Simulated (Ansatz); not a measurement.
G0W0 rungs for LiMgBN2 (I-4m2).

Symmetry: I-4m2, No. 119, tetragonal system. The conventional cell has a = 3.819 Å, b = 3.819 Å, c = 8.887 Å, α = 90.00°, β = 90.00°, γ = 90.00°. Li has 4 N at 2.10 Å nearest. Nearest to Mg lie 4 N at 2.10 Å. Nearest to B lie 2 N at 1.34 Å. N has 1 B at 1.34 Å and 2 Li at 2.10 Å and 2 Mg at 2.10 Å nearest. Farther neighbours and most contacts between anions are not listed.

```yaml
crystal:
  lattice:
    - [-1.90966, 1.90966, 4.44352]
    - [1.90966, -1.90966, 4.44352]
    - [1.90966, 1.90966, -4.44352]
  atoms:
    - { symbol: Li, position: [0.25000, 0.75000, 0.50000] }
    - { symbol: Mg, position: [0.75000, 0.25000, 0.50000] }
    - { symbol: B, position: [0.50000, 0.50000, 0.00000] }
    - { symbol: N, position: [0.65126, 0.65126, 0.00000] }
    - { symbol: N, position: [0.34874, 0.34874, 0.00000] }
```

The cell and positions are those that the Materials Project relaxed with its own functionals (PBE, PBE+U or r2SCAN), kept fixed.

Runs so far (Ansatz 0.2.0, start PBE, PAW set soft_1 files, 6×6×6 mesh). Times are wall times on 1 × NVIDIA H100 80GB HBM3 (shared by 6 runs) with 3 threads of AMD EPYC 7R13 (Zen 3), shared host, good to a factor of about two.

```
bands summed  cutoff (eV)  gap on the mesh (eV)     time
          97           69                 3.947     45 s
         251          138                 4.264  1.7 min
```

**Question.** What should the next rung give, with 526 bands and screening to 230 eV, and where is the limit?

The error falls about as one over the bands when the cutoff rises with them. A line through the two highest rungs given predicts 4.368 eV; the run gave 4.394 eV, close to it. The two highest rungs put the limit near 4.513 eV, the pair below near 4.463 eV; their difference is a rough measure of what is unsettled in bands and cutoff; the mesh is a separate error.

Gaps are over the mesh's points; an edge off the mesh would be missed. Limits: not at the basis limit.

[Paths, hosts, dates, memory and timing lines, banners, echoed tables and standing remarks are left out of the program output.]

[Logs are printed without paths, hosts, clocks, repeated set-up lines and the standing remarks that a program may print on its own settings, such as how far it seeks lower states.]

[Runs of the session that timed out or met a known fault of the program may be left out.]

[Cells called generated may have been cut or substituted from an entry of the Crystallography Open Database or the Materials Project.]

[Hosts, paths, dates, database ids (printed as entryN), source tags and the programs' standing remarks are cut or masked in the printed files.]
